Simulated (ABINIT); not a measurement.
# SiSnSe3 (Pm-3m): zone-centre phonons

Which modes does SiSnSe3 (Pm-3m) have at the zone centre?

Method: DFT LDA, scalar-relativistic, plane waves, HGH norm-conserving pseudopotentials, in ABINIT 10.8.3.

The structure was built from a prototype and need not be the compound's stable phase.

### 1. The starting structure

The structure is cubic, space group Pm-3m (No. 221). Conventional cell: a = 4.665 Å, b = 4.665 Å, c = 4.665 Å, α = 90.00°, β = 90.00°, γ = 90.00°. Nearest to Sn lie 12 Se at 3.30 Å. Nearest to Si lie 6 Se at 2.33 Å. Nearest to Se lie 2 Si at 2.33 Å and 4 Sn at 3.30 Å. Farther neighbours and most contacts between anions are not listed.

### 2. A first look

A first run with smearing and empty bands tells whether the crystal has a gap, which decides between fixed occupations and smearing later on.

Contents of probe.abi:

```
# ground state
tolvrs 1.0d-08
prtden 1
prtwf 1

# basis, mesh and filling
ecut 26.0
ecutsm 3.0
ixc 7
ngkpt 4 4 4
nshiftk 1
shiftk 0.0 0.0 0.0
istwfk *1
occopt 7
tsmear 0.005
nband 20
nstep 100
diemac 9.0
prtebands 0
prtgsr 0
useylm 1

# cell and atoms
acell 8.815194426 8.815194426 8.815194426
rprim 
    1.0 0.0 0.0
    0.0 1.0 0.0
    0.0 0.0 1.0
ntypat 3
znucl 50 14 34
natom 5
typat 1 2 3 3 3
xred 
    0.0 0.0 0.0
    0.5 0.5 0.5
    0.5 0.5 0.0
    0.5 0.0 0.5
    0.0 0.5 0.5
pp_dirpath "./pseudo"
pseudos "Sn.hgh, Si.hgh, Se.hgh"
```

Started as:

```bash
$ OMP_NUM_THREADS=1 mpirun -n 2 abinit probe.abi > probe.log
```

Numbers of over 12 decimals in the logs are rounded to 6 here.

probe.abo, the main output file:

```text
[banners, grids, parts of the stress and lines that vanish by symmetry left out]
- input  file    -> probe.abi
- output file    -> probe.abo
- root for input  files -> probei
[...]
Symmetries : space group Pm -3 m (#221); Bravais cP (primitive cubic)
[...]
mpw =        4385          nfft =       91125          nkpt =          10
[...]
== DATASET  1 ==================================================================
[...]
cutoff_energies: {ecut:  26.0, pawecutdg:  -1.0, }
[...]
Exchange-correlation functional for the present dataset will be:
  LDA: Perdew-Wang 92 LSD fit to Ceperley-Alder data - ixc=7
[...]
ETOT  1  -35.972633842187    -3.597E+01 1.754E-02 2.454E+02
 ETOT  2  -36.024008393659    -5.137E-02 2.554E-03 6.459E+00
 ETOT  3  -36.025185354444    -1.177E-03 1.192E-03 3.691E-01
 ETOT  4  -36.025256489036    -7.113E-05 1.278E-03 4.364E-03
 ETOT  5  -36.025257321917    -8.329E-07 4.718E-04 2.193E-04
 ETOT  6  -36.025257344209    -2.229E-08 4.067E-04 4.856E-06
 ETOT  7  -36.025257344791    -5.825E-10 2.633E-04 3.162E-08
 ETOT  8  -36.025257344795    -4.199E-12 1.581E-04 3.089E-10
 At SCF step    8       vres2   =  3.09E-10 < tolvrs=  1.00E-08 =>converged.
[...]
sigma(1 1)= -1.83444099E-04  sigma(3 2)=  0.00000000E+00
  sigma(2 2)= -1.83444099E-04  sigma(3 1)=  0.00000000E+00
  sigma(3 3)= -1.83444099E-04  sigma(2 1)=  0.00000000E+00
[...]
convergence: {deltae: -4.199E-12, res2:  3.089E-10, residm:  1.581E-04, diffor: null, }
etotal    :  -3.60252573E+01
[...]
sigma(1 1)= -1.83444099E-04  sigma(3 2)=  0.00000000E+00
  sigma(2 2)= -1.83444099E-04  sigma(3 1)=  0.00000000E+00
  sigma(3 3)= -1.83444099E-04  sigma(2 1)=  0.00000000E+00
[...]
- sigma(1 1)= -5.39711172E+00  sigma(3 2)=  0.00000000E+00
- sigma(2 2)= -5.39711172E+00  sigma(3 1)=  0.00000000E+00
- sigma(3 3)= -5.39711172E+00  sigma(2 1)=  0.00000000E+00
[...]
fcart     -0.0000000000E+00 -0.0000000000E+00 -0.0000000000E+00
           strten     -1.8344409890E-04 -1.8344409890E-04 -1.8344409890E-04
================================================================================

[key lines of the parts left out:]
pressure_GPa:   5.3971E+00
```

Run time: 28 s. Hardware: 2 MPI ranks of Intel Xeon at 2.70GHz, shared host; 54 s of CPU time.

Read from the output:

- volume per atom: 20.30 Å³
- pressure: 5.397 GPa
- gap on the k-mesh: 0 eV

No gap opens on this mesh, so smearing is kept.

### 3. Rough relaxation

The typed start is rough, so a first relaxation with smearing and loose thresholds takes it towards rest cheaply.

Contents of prerelax.abi:

```
# relaxation
ionmov 2
optcell 2
dilatmx 1.15
chkdilatmx 0
ntime 40
tolmxf 3.0d-04
tolvrs 1.0d-10
prtwf 0
prtden 0
chksymtnons 0

# basis, mesh and filling
ecut 20.8
ecutsm 3.0
ixc 7
ngkpt 4 4 4
nshiftk 1
shiftk 0.0 0.0 0.0
istwfk *1
occopt 7
tsmear 0.005
nband 20
nstep 100
diemac 1000000.0
prtebands 0
prtgsr 0
useylm 1

# cell and atoms
acell 8.815194426 8.815194426 8.815194426
rprim 
    1.0 0.0 0.0
    0.0 1.0 0.0
    0.0 0.0 1.0
ntypat 3
znucl 50 14 34
natom 5
typat 1 2 3 3 3
xred 
    0.0 0.0 0.0
    0.5 0.5 0.5
    0.5 0.5 0.0
    0.5 0.0 0.5
    0.0 0.5 0.5
pp_dirpath "./pseudo"
pseudos "Sn.hgh, Si.hgh, Se.hgh"
```

Started as:

```bash
$ OMP_NUM_THREADS=1 mpirun -n 2 abinit prerelax.abi > prerelax.log
```

prerelax.abo, the main output file:

```text
[banners, grids, parts of the stress and lines that vanish by symmetry left out]
- input  file    -> prerelax.abi
- output file    -> prerelax.abo
- root for input  files -> prerelaxi
[...]
Symmetries : space group Pm -3 m (#221); Bravais cP (primitive cubic)
[...]
mpw =        4748          nfft =       91125          nkpt =          10
[...]
== DATASET  1 ==================================================================
[...]
cutoff_energies: {ecut:  20.8, pawecutdg:  -1.0, }
[...]
Exchange-correlation functional for the present dataset will be:
  LDA: Perdew-Wang 92 LSD fit to Ceperley-Alder data - ixc=7
[...]
ETOT  1  -35.967899753392    -3.597E+01 2.035E-02 2.400E+02
 ETOT  2  -36.016599047717    -4.870E-02 4.180E-03 2.645E+00
 ETOT  3  -36.017090980064    -4.919E-04 1.108E-03 2.029E-01
 ETOT  4  -36.017137298707    -4.632E-05 5.842E-04 1.726E-03
[...]
ETOT  7  -36.021612036232    -6.324E-13 4.353E-10 6.639E-11
 At SCF step    7       vres2   =  6.64E-11 < tolvrs=  1.00E-10 =>converged.
[...]
sigma(1 1)= -1.10922960E-06  sigma(3 2)=  0.00000000E+00
  sigma(2 2)= -1.10922960E-06  sigma(3 1)=  0.00000000E+00
  sigma(3 3)= -1.10922960E-06  sigma(2 1)=  0.00000000E+00
[...]
convergence: {deltae: -6.324E-13, res2:  6.639E-11, residm:  4.353E-10, diffor: null, }
etotal    :  -3.60216120E+01
[...]
At Broyd/MD step   4, gradients are converged :
[...]
sigma(1 1)= -1.10922960E-06  sigma(3 2)=  0.00000000E+00
  sigma(2 2)= -1.10922960E-06  sigma(3 1)=  0.00000000E+00
  sigma(3 3)= -1.10922960E-06  sigma(2 1)=  0.00000000E+00
[...]
- sigma(1 1)= -3.26346614E-02  sigma(3 2)=  0.00000000E+00
- sigma(2 2)= -3.26346614E-02  sigma(3 1)=  0.00000000E+00
- sigma(3 3)= -3.26346614E-02  sigma(2 1)=  0.00000000E+00
[...]
fcart     -0.0000000000E+00 -0.0000000000E+00 -0.0000000000E+00
           strten     -1.1092295963E-06 -1.1092295963E-06 -1.1092295963E-06
================================================================================

[key lines of the parts left out:]
pressure_GPa:   3.2635E-02
Total energy (etotal) [Ha]= -3.60216120362320E+01
```

Elapsed: 1.8 min, on 2 MPI ranks; 3.5 min of CPU time.

The steps of the relaxation:

```tsv
step	energy less that of the first step (eV)	largest force (eV/Å)	volume (Å³)
1	0.0000	0.0000	101.51
2	-0.0509	0.0000	103.22
3	-0.1209	0.0000	108.46
4	-0.1218	0.0000	109.09
```

```tsv
conventional cell, symmetrised	before	after	change
a (Å)	4.665	4.778	+2.4 %
b (Å)	4.665	4.778	+2.4 %
c (Å)	4.665	4.778	+2.4 %
volume (Å³/atom)	20.30	21.82	+7.5 %
```

This step gave:

```yaml
volume_per_atom: 21.82 Å³
pressure: 0.03263 GPa
```

The volume changes by +7.5 % in this run and stands +7.5 % from the first cell.

### 4. Relaxation

The harmonic expansion needs vanishing forces, and a free crystal bears no stress, so cell and atoms are brought to rest. Stress is more sensitive to the basis than forces are: the last 3 Ha under the cutoff are smoothed with ecutsm.

Contents of relax.abi:

```
# relaxation
ionmov 2
optcell 2
dilatmx 1.08
ntime 40
tolmxf 1.0d-05
tolvrs 1.0d-14
prtwf 0
prtden 0
chksymtnons 0

# basis, mesh and filling
ecut 26.0
ecutsm 3.0
ixc 7
ngkpt 6 6 6
nshiftk 1
shiftk 0.0 0.0 0.0
istwfk *1
occopt 6
tsmear 0.01
nband 20
nstep 100
diemac 1000000.0
prtebands 0
prtgsr 0
useylm 1

# cell and atoms
acell 9.029522431 9.029522431 9.029522431
rprim 
    1.0 0.0 0.0
    0.0 1.0 0.0
    0.0 0.0 1.0
ntypat 3
znucl 50 14 34
natom 5
typat 1 2 3 3 3
xred 
    0.0 0.0 0.0
    0.5 0.5 0.5
    0.5 0.5 0.0
    0.5 0.0 0.5
    0.0 0.5 0.5
pp_dirpath "./pseudo"
pseudos "Sn.hgh, Si.hgh, Se.hgh"
```

Started as:

```bash
$ OMP_NUM_THREADS=1 mpirun -n 2 abinit relax.abi > relax.log
```

relax.abo, the main output file:

```text
[banners, grids, parts of the stress and lines that vanish by symmetry left out]
- input  file    -> relax.abi
- output file    -> relax.abo
- root for input  files -> relaxi
[...]
Symmetries : space group Pm -3 m (#221); Bravais cP (primitive cubic)
[...]
mpw =        5910          nfft =      110592          nkpt =          20
[...]
== DATASET  1 ==================================================================
[...]
cutoff_energies: {ecut:  26.0, pawecutdg:  -1.0, }
[...]
Exchange-correlation functional for the present dataset will be:
  LDA: Perdew-Wang 92 LSD fit to Ceperley-Alder data - ixc=7
[...]
ETOT  1  -35.966410211130    -3.597E+01 2.727E-02 3.105E+02
 ETOT  2  -36.021215190046    -5.480E-02 1.525E-03 2.884E+01
 ETOT  3  -36.026903354882    -5.688E-03 6.951E-04 2.914E+00
 ETOT  4  -36.027580774181    -6.774E-04 4.920E-04 3.535E-02
 ETOT  5  -36.027585316744    -4.543E-06 2.158E-04 3.463E-03
[...]
At SCF step   11       vres2   =  4.95E-16 < tolvrs=  1.00E-14 =>converged.
[...]
sigma(1 1)= -1.52347829E-05  sigma(3 2)=  0.00000000E+00
  sigma(2 2)= -1.52347829E-05  sigma(3 1)=  0.00000000E+00
  sigma(3 3)= -1.52347829E-05  sigma(2 1)=  0.00000000E+00
[...]
convergence: {deltae: -4.192E-13, res2:  4.954E-16, residm:  3.637E-05, diffor: null, }
etotal    :  -3.60275857E+01
[...]
ETOT  1  -36.027583711712    -3.603E+01 3.659E-05 1.509E-01
[...]
At SCF step    9       vres2   =  6.58E-16 < tolvrs=  1.00E-14 =>converged.
[...]
sigma(1 1)= -1.19493604E-05  sigma(3 2)=  0.00000000E+00
  sigma(2 2)= -1.19493604E-05  sigma(3 1)=  0.00000000E+00
  sigma(3 3)= -1.19493604E-05  sigma(2 1)=  0.00000000E+00
[...]
convergence: {deltae:  1.137E-13, res2:  6.580E-16, residm:  1.494E-05, diffor: null, }
etotal    :  -3.60275994E+01
[...]
ETOT  1  -36.027407886932    -3.603E+01 1.520E-05 2.044E+00
[...]
ETOT  8  -36.027621626189     1.521E-12 2.224E-06 4.793E-13
 ETOT  9  -36.027621626191    -1.506E-12 1.867E-06 9.179E-15
 At SCF step    9       vres2   =  9.18E-15 < tolvrs=  1.00E-14 =>converged.
[...]
sigma(1 1)= -9.89602281E-08  sigma(3 2)=  0.00000000E+00
  sigma(2 2)= -9.89602281E-08  sigma(3 1)=  0.00000000E+00
  sigma(3 3)= -9.89602281E-08  sigma(2 1)=  0.00000000E+00
[...]
convergence: {deltae: -1.506E-12, res2:  9.179E-15, residm:  1.867E-06, diffor: null, }
etotal    :  -3.60276216E+01
[...]
At Broyd/MD step   3, gradients are converged :
[...]
sigma(1 1)= -9.89602281E-08  sigma(3 2)=  0.00000000E+00
  sigma(2 2)= -9.89602281E-08  sigma(3 1)=  0.00000000E+00
  sigma(3 3)= -9.89602281E-08  sigma(2 1)=  0.00000000E+00
[...]
- sigma(1 1)= -2.91151043E-03  sigma(3 2)=  0.00000000E+00
- sigma(2 2)= -2.91151043E-03  sigma(3 1)=  0.00000000E+00
- sigma(3 3)= -2.91151043E-03  sigma(2 1)=  0.00000000E+00
[...]
fcart     -0.0000000000E+00 -0.0000000000E+00 -0.0000000000E+00
           strten     -9.8960228125E-08 -9.8960228127E-08 -9.8960228126E-08
================================================================================

[key lines of the parts left out:]
pressure_GPa:   2.9115E-03
Total energy (etotal) [Ha]= -3.60276216261909E+01
```

The job ended after 2.7 min (2 MPI ranks).

Step by step:

```tsv
step	energy less that of the first step (eV)	largest force (eV/Å)	volume (Å³)
1	0.0000	0.0000	109.09
2	-0.0004	0.0000	109.24
3	-0.0010	0.0000	109.79
```

```tsv
conventional cell, symmetrised	before	after	change
a (Å)	4.778	4.788	+0.2 %
b (Å)	4.778	4.788	+0.2 %
c (Å)	4.778	4.788	+0.2 %
volume (Å³/atom)	21.82	21.96	+0.6 %
```

The relaxed structure:

```xyz
5
Lattice="4.7884 0.0000 0.0000 0.0000 4.7884 0.0000 0.0000 0.0000 4.7884" Properties=species:S:1:pos:R:3 pbc="T T T"
Sn    0.0000    0.0000    0.0000
Si    2.3942    2.3942    2.3942
Se    2.3942    2.3942    0.0000
Se    2.3942    0.0000    2.3942
Se    0.0000    2.3942    2.3942
```

Numbers from this step:

```yaml
volume_per_atom: 21.96 Å³
pressure: 0.002912 GPa
```

The volume changes by +0.6 % in this run and stands +8.2 % from the first cell.

### 5. Self-consistent run for the response

First-order wavefunctions inherit every error of the ground state, hence the very tight tolvrs. ecutsm is kept as in the relaxation, so that the cell stays at rest. Smearing stays on, as the first look found no gap above 0.3 eV.

Contents of gs.abi:

```
# ground state
tolvrs 1.0d-16
prtden 1
prtwf 1

# basis, mesh and filling
ecut 26.0
ecutsm 3.0
ixc 7
ngkpt 6 6 6
nshiftk 1
shiftk 0.0 0.0 0.0
istwfk *1
occopt 6
tsmear 0.01
nband 20
nstep 100
diemac 1000000.0
prtebands 0
prtgsr 0
useylm 1

# cell and atoms
acell 9.0487551 9.0487551 9.0487551
rprim 
    1.0 0.0 0.0
    0.0 1.0 0.0
    0.0 0.0 1.0
ntypat 3
znucl 50 14 34
natom 5
typat 1 2 3 3 3
xred 
    0.0 0.0 0.0
    0.5 0.5 0.5
    0.5 0.5 0.0
    0.5 0.0 0.5
    0.0 0.5 0.5
pp_dirpath "./pseudo"
pseudos "Sn.hgh, Si.hgh, Se.hgh"
```

Started as:

```bash
$ OMP_NUM_THREADS=1 mpirun -n 2 abinit gs.abi > gs.log
```

gs.abo, the main output file:

```text
[banners, grids, parts of the stress and lines that vanish by symmetry left out]
- input  file    -> gs.abi
- output file    -> gs.abo
- root for input  files -> gsi
[...]
Symmetries : space group Pm -3 m (#221); Bravais cP (primitive cubic)
[...]
mpw =        4710          nfft =       91125          nkpt =          20
[...]
== DATASET  1 ==================================================================
[...]
cutoff_energies: {ecut:  26.0, pawecutdg:  -1.0, }
[...]
Exchange-correlation functional for the present dataset will be:
  LDA: Perdew-Wang 92 LSD fit to Ceperley-Alder data - ixc=7
[...]
ETOT  1  -35.968424945911    -3.597E+01 2.105E-02 2.561E+02
 ETOT  2  -36.021868073945    -5.344E-02 1.773E-03 2.132E+01
 ETOT  3  -36.026905200803    -5.037E-03 6.963E-04 2.490E+00
 ETOT  4  -36.027616383227    -7.112E-04 5.421E-04 2.801E-02
 ETOT  5  -36.027621069486    -4.686E-06 1.390E-04 2.766E-03
[...]
ETOT 11  -36.027621446782     8.171E-13 2.354E-05 4.308E-16
 ETOT 12  -36.027621446783    -1.613E-12 2.634E-05 3.367E-17
 At SCF step   12       vres2   =  3.37E-17 < tolvrs=  1.00E-16 =>converged.
[...]
sigma(1 1)= -9.86329887E-08  sigma(3 2)=  0.00000000E+00
  sigma(2 2)= -9.86329887E-08  sigma(3 1)=  0.00000000E+00
  sigma(3 3)= -9.86329887E-08  sigma(2 1)=  0.00000000E+00
[...]
convergence: {deltae: -1.613E-12, res2:  3.367E-17, residm:  2.634E-05, diffor: null, }
etotal    :  -3.60276214E+01
[...]
sigma(1 1)= -9.86329887E-08  sigma(3 2)=  0.00000000E+00
  sigma(2 2)= -9.86329887E-08  sigma(3 1)=  0.00000000E+00
  sigma(3 3)= -9.86329887E-08  sigma(2 1)=  0.00000000E+00
[...]
- sigma(1 1)= -2.90188271E-03  sigma(3 2)=  0.00000000E+00
- sigma(2 2)= -2.90188271E-03  sigma(3 1)=  0.00000000E+00
- sigma(3 3)= -2.90188271E-03  sigma(2 1)=  0.00000000E+00
[...]
fcart     -0.0000000000E+00 -0.0000000000E+00 -0.0000000000E+00
           strten     -9.8632988651E-08 -9.8632988653E-08 -9.8632988653E-08
================================================================================

[key lines of the parts left out:]
pressure_GPa:   2.9019E-03
```

Run time: 43 s. Hardware: 2 MPI ranks; 85 s of CPU time.

Read from the output:

```yaml
pressure: 0.002902 GPa
```

The cell stands at 0.0029 GPa, close enough for phonons.

(Part 1 of 4 ends here.)

[Host names and launcher messages were left out of these logs when they were recorded.]

[Logs are printed without paths, hosts, clocks, repeated set-up lines and the standing remarks that a program may print on its own settings, such as how far it seeks lower states.]

[Hosts, paths, dates, database ids (printed as entryN), source tags and the programs' standing remarks are cut or masked in the printed files.]
